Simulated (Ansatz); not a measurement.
**ScInS3 (model cell, started as cubic perovskite with In in the octahedra): the cell at rest**

Wanted: the relaxed cell of ScInS3 (model cell, started as cubic perovskite with In in the octahedra).

Method: DFT PBEsol, scalar-relativistic, plane waves, PAW; PAW set soft_1, in Ansatz 0.2.0.

The structure was built from a prototype and need not be the compound's stable phase.

## 1. Set-up

Symmetry: Pm-3m, No. 221, cubic system. Conventional cell: a = 5.174 Å, b = 5.174 Å, c = 5.174 Å, α = 90.00°, β = 90.00°, γ = 90.00°. Nearest to Sc lie 12 S at 3.66 Å. Nearest to In lie 6 S at 2.59 Å. Nearest to S lie 2 In at 2.59 Å. Farther neighbours and most contacts between anions are not listed.

## 2. A coarse first look

First a cheap look: the gap decides the mesh and the occupations, the pressure tells how far the cell has to move.

Input file input.yaml:

```yaml
crystal:
  lattice:
    - [5.1744, 0.0, 0.0]
    - [0.0, 5.1744, 0.0]
    - [0.0, 0.0, 5.1744]
  atoms:
    - { symbol: Sc, position: [0.0, 0.0, 0.0] }
    - { symbol: In, position: [0.5, 0.5, 0.5] }
    - { symbol: S, position: [0.5, 0.5, 0.0] }
    - { symbol: S, position: [0.5, 0.0, 0.5] }
    - { symbol: S, position: [0.0, 0.5, 0.5] }
kpoints:
  mp_grid: { grid: [4, 4, 4] }
hamiltonian:
  xc: pbesol
  pseudopotentials: { kind: paw, azcp: { folder: soft_1 }, xc_functional: pbe }
scf:
  occupations: { method: gaussian, width: 0.1 }
output:
  forces: true
  stress: true
  eigenvalues: true
```

Run with:

```console
$ ansatz run input.yaml --threads 4 --pin off --max-ram 16384MiB --backend cpu --events-out ev --progress --plain --runs-dir out
```

Numbers of over 12 decimals in the logs are rounded to 6 here.

What it wrote:

```text
Engine: ansatz 0.2.0, aarch64-unknown-linux-gnu
Pseudopotentials: kind: paw
Pseudopotential: Sc, paw, valence charge 11, recommended cutoff 420 eV (normal), soft_1/Sc.paw.azcp
Pseudopotential: In, paw, valence charge 13, recommended cutoff 420 eV (normal), soft_1/In.paw.azcp
Pseudopotential: S, paw, valence charge 6, recommended cutoff 420 eV (normal), soft_1/S.paw.azcp
Functional definition: PBEsol
[...]
k-point 0: bands = [... 17 lower, 4.0510, 4.0510, 4.1967, 4.1967, 4.1967, 5.1077, 5.1077, 5.2180, ... 6 higher]
  k-point 1: bands = [... 17 lower, 3.7570, 3.7570, 4.0495, 4.0495, 5.1470, 5.2297, 5.3025, 5.5126, ... 6 higher]
  k-point 2: bands = [... 17 lower, 3.4790, 3.4790, 3.9294, 3.9294, 5.2415, 5.3201, 5.7669, 5.8184, ... 6 higher]
  k-point 9: bands = [... 17 lower, 4.6012, 5.0423, 5.0423, 5.0423, 5.2666, 5.2666, 5.2666, 5.3925, ... 6 higher]
[key lines of the parts left out:]
SCF converged after 9 iterations
Free energy (F): -10291.743303 eV
Fermi energy:    5.033139 eV
P = ⅓ Tr σ = -8.7230 GPa (-87.230 kbar)
```

Elapsed: 0.97 s, on 4 threads of Arm Neoverse V2, shared host; peak memory 0.42 GiB; 3.3 s of CPU time.

This step gave:

* pressure: -8.723 GPa
* volume per atom: 27.71 Å³
* gap on the k-mesh: 0 eV

The coarse mesh shows no gap and a pressure of -8.7 GPa.

## 3. Coarse relaxation

The start is far from rest, so a relaxation with loose tolerances brings it close first.

input.yaml: that of step 2 with these lines changed.

```diff
@@ -22 +22,6 @@
   eigenvalues: true
+relax:
+  adjacent_minimum: "off"
+  f_tol: 0.05
+  max_steps: 80
+  cell: { stress_tol: 0.5 }
```

What it wrote:

```text
[...]
Crystal: 5 atoms, lattice volume = 138.542 Å³
Basis set: ecut = 420 eV, 2721 PW (Γ), exchange–correlation on 72×72×72 points (8 copies of the dense FFT grid, shifted against one another)
Bands: 26, of which v1, the nominal top of the filled ones, is band 21 counted from 1 (20 counted from 0)
Symmetry: 48 space group operations
[...]
k-points: 10 of 64
[...]
cell:  # Å, volume = 115.6858 Å³
    - [4.872591, 0, 0]
    - [0, 4.872591, 0]
    - [0, 0, 4.872591]
  atoms:
    - { symbol: Sc, position: [0, 0, 0] }
    - { symbol: In, position: [0.500000, 0.500000, 0.500000] }
    - { symbol: S, position: [0.500000, 0.500000, 0] }
    - { symbol: S, position: [0.500000, 0, 0.500000] }
    - { symbol: S, position: [0, 0.500000, 0.500000] }
[key lines of the parts left out:]
SCF converged after 6 iterations
Free energy (F): -10292.484193 eV
Fermi energy:    7.120236 eV
P = ⅓ Tr σ = -0.0547 GPa (-0.547 kbar)
```

Run time: 3.9 s. Hardware: 4 threads; peak memory 0.43 GiB.

The steps of the relaxation:

| step | energy less that of the first step (eV) | largest force component (eV/Å) | pressure (GPa) | volume (Å³) |
| --- | --- | --- | --- | --- |
| 1 | 0.0000 | 0.0000 | -8.72 | 138.54 |
| 2 | -0.7174 | 0.0000 | -2.12 | 119.25 |
| 3 | -0.7385 | 0.0000 | 0.94 | 114.16 |
| 4 | -0.7425 | 0.0000 | -0.05 | 115.69 |
| 5* | -0.7409 | 0.0000 | -0.05 | 115.69 |

Relaxation steps marked * repeat the geometry before them on a plane-wave basis chosen anew for their cell, so energy and pressure can jump there.

The run keeps the 48 symmetry operations that it works with, so distortions that break them were not tested.

| conventional cell, symmetrised | before | after | change |
| --- | --- | --- | --- |
| a (Å) | 5.174 | 4.873 | -5.8 % |
| b (Å) | 5.174 | 4.873 | -5.8 % |
| c (Å) | 5.174 | 4.873 | -5.8 % |
| volume (Å³/atom) | 27.71 | 23.14 | -16.5 % |

Numbers from this step:

```
pressure        : -0.05470 GPa
volume per atom : 23.14 Å³
```

In this step the volume went from 27.71 to 23.14 Å³/atom.

## 4. Relaxation

The cell and atoms are relaxed, since residual forces and stress would shift the frequencies.

input.yaml, the sections that differ from step 3:

```yaml
crystal:
  lattice:
    - [4.8725910772, 0.0, 0.0]
    - [0.0, 4.8725910772, 0.0]
    - [0.0, 0.0, 4.8725910772]
  atoms:
    - { symbol: Sc, position: [0.0, 0.0, 0.0] }
    - { symbol: In, position: [0.5, 0.5, 0.5] }
    - { symbol: S, position: [0.5, 0.5, 0.0] }
    - { symbol: S, position: [0.5, 0.0, 0.5] }
    - { symbol: S, position: [0.0, 0.5, 0.5] }
kpoints:
  mp_grid: { grid: [8, 8, 8] }
relax:
  adjacent_minimum: "off"
  f_tol: 0.005
  max_steps: 80
  cell: { stress_tol: 0.05 }
# hamiltonian, scf, output: as in step 3
```

What it wrote:

```text
[...]
Crystal: 5 atoms, lattice volume = 115.686 Å³
Basis set: ecut = 420 eV, 2301 PW (Γ), exchange–correlation on 72×72×72 points (8 copies of the dense FFT grid, shifted against one another)
Bands: 26, of which v1, the nominal top of the filled ones, is band 21 counted from 1 (20 counted from 0)
[... 1 set-up line as in the run before ...]
[...]
k-points: 35 of 512
[...]
SCF iter   1: F=—  HF=-10292.658783 eV  |F-HF|=—  |Δ(HF+E_count)|=         —  Δρ=2.56e-2  dr2=1.24e0  ethr=3.10e-3  ⟨swp⟩=6.5  Hψ=4333  notcnv=0
[...]
SCF iter   8: F=-10292.492906 eV  HF=-10292.492906 eV  |F-HF|=6.40e-10  |Δ(HF+E_count)|=   9.11e-8  Δρ=4.58e-6  dr2=3.68e-8  ethr=2.38e-10  ⟨swp⟩=9.1  Hψ=4187  notcnv=0
SCF 1 converged in 8 iterations: F = -10292.492906 eV  dr2 = 3.68e-8
[...]
relax step   1: F+E_penalty+E_count = -10292.49290567 eV  Δ(F+E_penalty+E_count) = +0.000e0 eV  max|allowed force component| = 1.874e-29 eV/Å  Δτ_max = 0.0000 Å  P = -0.131 GPa  Ω = 115.686 Å³  (8 SCF iters, dr2 threshold 1.00e-7 eV, accepted)
Crystal: 5 atoms, lattice volume = 115.465 Å³
[...]
SCF iter   6: F=-10292.493015 eV  HF=-10292.493015 eV  |F-HF|=9.09e-12  |Δ(HF+E_count)|=  8.00e-11  Δρ=1.12e-7  dr2=1.97e-11  ethr=1.00e-12  ⟨swp⟩=1.2  Hψ=2513  notcnv=0
SCF 2 converged in 6 iterations: F = -10292.493015 eV  dr2 = 1.97e-11
relax step   2: F+E_penalty+E_count = -10292.49301495 eV  Δ(F+E_penalty+E_count) = -1.093e-4 eV  max|allowed force component| = 4.049e-30 eV/Å  Δτ_max = 0.0000 Å  P = +0.006 GPa  Ω = 115.465 Å³  energy of the carried Pulay correction = +2.276e-5 eV  (6 SCF iters, dr2 threshold 4.28e-8 eV, accepted)
[...]
SCF iter   1: F=—  HF=-10292.492998 eV  |F-HF|=—  |Δ(HF+E_count)|=         —  Δρ=1.96e-6  dr2=8.96e-10  ethr=7.18e-8  ⟨swp⟩=4.1  Hψ=7503  notcnv=0
eigensolver tolerance schedule: the retry pair's looser diagonalisation over-reported the residual by 33651.15 of it (diagonalisation noise at 3.53 of the residual, at the tolerance the schedule requests for it); recorded, not acted on — ethr = c·dr2/N_el stays at c = 1.0e-1
SCF iter   2: F=—  HF=-10292.492990 eV  |F-HF|=—  |Δ(HF+E_count)|=   7.38e-6  Δρ=1.04e-6  dr2=2.62e-10  ethr=2.13e-12  ⟨swp⟩=4.2  Hψ=2740  notcnv=0
[...]
SCF iter   8: F=-10292.492990 eV  HF=-10292.492990 eV  |F-HF|=3.64e-12  |Δ(HF+E_count)|=  1.82e-12  Δρ=4.05e-10  dr2=2.92e-16  ethr=1.00e-12  ⟨swp⟩=2.1  Hψ=2085  notcnv=0
SCF 3 converged in 8 iterations: F = -10292.492990 eV  dr2 = 2.92e-16
relax step   3: F+E_penalty+E_count = -10292.49299036 eV  Δ(F+E_penalty+E_count) = +2.460e-5 eV  max|allowed force component| = 9.940e-30 eV/Å  Δτ_max = 0.0000 Å  P = +0.006 GPa  Ω = 115.465 Å³  stress off target by 5.66e-3 GPa  SCF on the basis re-selected at this cell (its energy is not comparable with the rows above)  (8 SCF iters)
[...]
SCF converged after 8 iterations
Free energy (F): -10292.492990 eV
[...]
Internal energy: -10292.487131 eV  (E = F + TS)
E sigma→0 (E₀):  -10292.490061 eV
Entropy (-TS):   -0.005859 eV (-1.172 meV/atom)
Fermi energy:    6.947603 eV
[...]
--- Stress (GPa, compression-positive) ---
        0.005658       0.000000       0.000000
       -0.000000       0.005658      -0.000000
        0.000000      -0.000000       0.005658
  P = ⅓ Tr σ = 0.0057 GPa (0.057 kbar)
--- Band table (eV; the first three rows and the last of 35) ---
  k-point 0: bands = [... 17 lower, 5.8022, 6.0455, 6.0745, 6.0745, 6.0745, 7.1820, 7.1820, 7.3313, ... 1 higher]
  k-point 1: bands = [... 17 lower, 5.6861, 5.6861, 6.0109, 6.0109, 6.4825, 7.2357, 7.3375, 7.3972, ... 1 higher]
  k-point 2: bands = [... 17 lower, 5.4318, 5.4318, 5.8753, 5.8753, 7.2730, 7.3524, 7.4919, 7.7649, ... 1 higher]
  k-point 34: bands = [... 17 lower, 6.9262, 7.1345, 7.1345, 7.1345, 7.4626, 7.4626, 7.4626, 7.6161, ... 1 higher]
--- Relaxed structure (2 steps of the walk, 2 accepted, 1 SCFs on fresh bases) ---
[...]
cell:  # Å, volume = 115.4647 Å³
    - [4.869485, 0, 0]
    - [0, 4.869485, 0]
    - [0, 0, 4.869485]
  atoms:
    - { symbol: Sc, position: [0, 0, 0] }
    - { symbol: In, position: [0.5, 0.5, 0.5] }
    - { symbol: S, position: [0.5, 0.5, 0] }
    - { symbol: S, position: [0.5, 0, 0.5] }
    - { symbol: S, position: [0, 0.5, 0.5] }
```

It took 5.1 s on 4 threads; peak memory 0.47 GiB; 19 s of CPU time.

Little changed from the start: no atom moved by 0.005 Å and no cell edge by 0.1 %.

Numbers from this step:

| Property | Result |
| --- | --- |
| pressure | 0.005658 GPa |
| volume per atom | 23.09 Å³ |

In this step the volume went from 23.14 to 23.09 Å³/atom.

## 5. Tight relaxation

Phonons need a cell at rest on their own settings, so the relaxation is repeated with tight tolerances on forces and stress on the k mesh and occupations of the first response run.

input.yaml, the sections that differ from step 4:

```yaml
crystal:
  lattice:
    - [4.8694851686, 0.0, 0.0]
    - [0.0, 4.8694851686, 0.0]
    - [0.0, 0.0, 4.8694851686]
  atoms:
    - { symbol: Sc, position: [0.0, 0.0, 0.0] }
    - { symbol: In, position: [0.5, 0.5, 0.5] }
    - { symbol: S, position: [0.5, 0.5, 0.0] }
    - { symbol: S, position: [0.5, 0.0, 0.5] }
    - { symbol: S, position: [0.0, 0.5, 0.5] }
scf:
  occupations: { method: methfessel_paxton, width: 0.2 }
relax:
  adjacent_minimum: "off"
  f_tol: 0.001
  max_steps: 60
  cell: { stress_tol: 0.01 }
# kpoints, hamiltonian, output: as in step 4
```

What it wrote:

```text
[...]
Crystal: 5 atoms, lattice volume = 115.465 Å³
Basis set: ecut = 420 eV, 2301 PW (Γ), exchange–correlation on 72×72×72 points (8 copies of the dense FFT grid, shifted against one another)
Bands: 26, of which v1, the nominal top of the filled ones, is band 21 counted from 1 (20 counted from 0)
[... 1 set-up line as in the run before ...]
[...]
k-points: 35 of 512
[...]
--- Relaxed structure (2 steps of the walk, 2 accepted, 1 SCFs on fresh bases) ---
[...]
cell:  # Å, volume = 115.4427 Å³
    - [4.869177, 0.0, 0.0]
    - [0.0, 4.869177, 0]
    - [0.0, 0, 4.869177]
  atoms:
    - { symbol: Sc, position: [0, 0, 0] }
    - { symbol: In, position: [0.500000, 0.500000, 0.500000] }
    - { symbol: S, position: [0.500000, 0.500000, 0] }
    - { symbol: S, position: [0.500000, 0, 0.500000] }
    - { symbol: S, position: [0, 0.500000, 0.500000] }
[key lines of the parts left out:]
SCF converged after 6 iterations
Free energy (F): -10292.488920 eV
Fermi energy:    6.938104 eV
P = ⅓ Tr σ = 0.0006 GPa (0.006 kbar)
```

Elapsed: 5.7 s, on 4 threads; peak memory 0.49 GiB.

Little changed from the start: no atom moved by 0.005 Å and no cell edge by 0.1 %.

Numbers from this step:

| Property | Result |
| --- | --- |
| pressure | 5.62e-4 GPa |

The forces vanish by symmetry and the pressure is 0.001 GPa, within the tolerances set. The cell now holds 23.09 Å³/atom.

## 6. What came out

```
space group after relaxation (within 0.01 Å) : Pm-3m
lattice constant a                           : 4.869 Å
lattice constant b                           : 4.869 Å
lattice constant c                           : 4.869 Å
volume per atom                              : 23.1 Å³
```

**Reading.** The forces vanish by symmetry and the pressure is 0.001 GPa, within the tolerances set. The cell now holds 23.09 Å³/atom. The relaxation keeps the symmetry of its start, so it says nothing on stability against lower symmetry. The PAW files were made for PBE and serve the other functionals too. The starting cell was built on a prototype and not taken from a measurement, so the phase need not exist.

[Logs are printed without paths, hosts, clocks, repeated set-up lines and the standing remarks that a program may print on its own settings, such as how far it seeks lower states.]

[Hosts, paths, dates, database ids (printed as entryN), source tags and the programs' standing remarks are cut or masked in the printed files.]
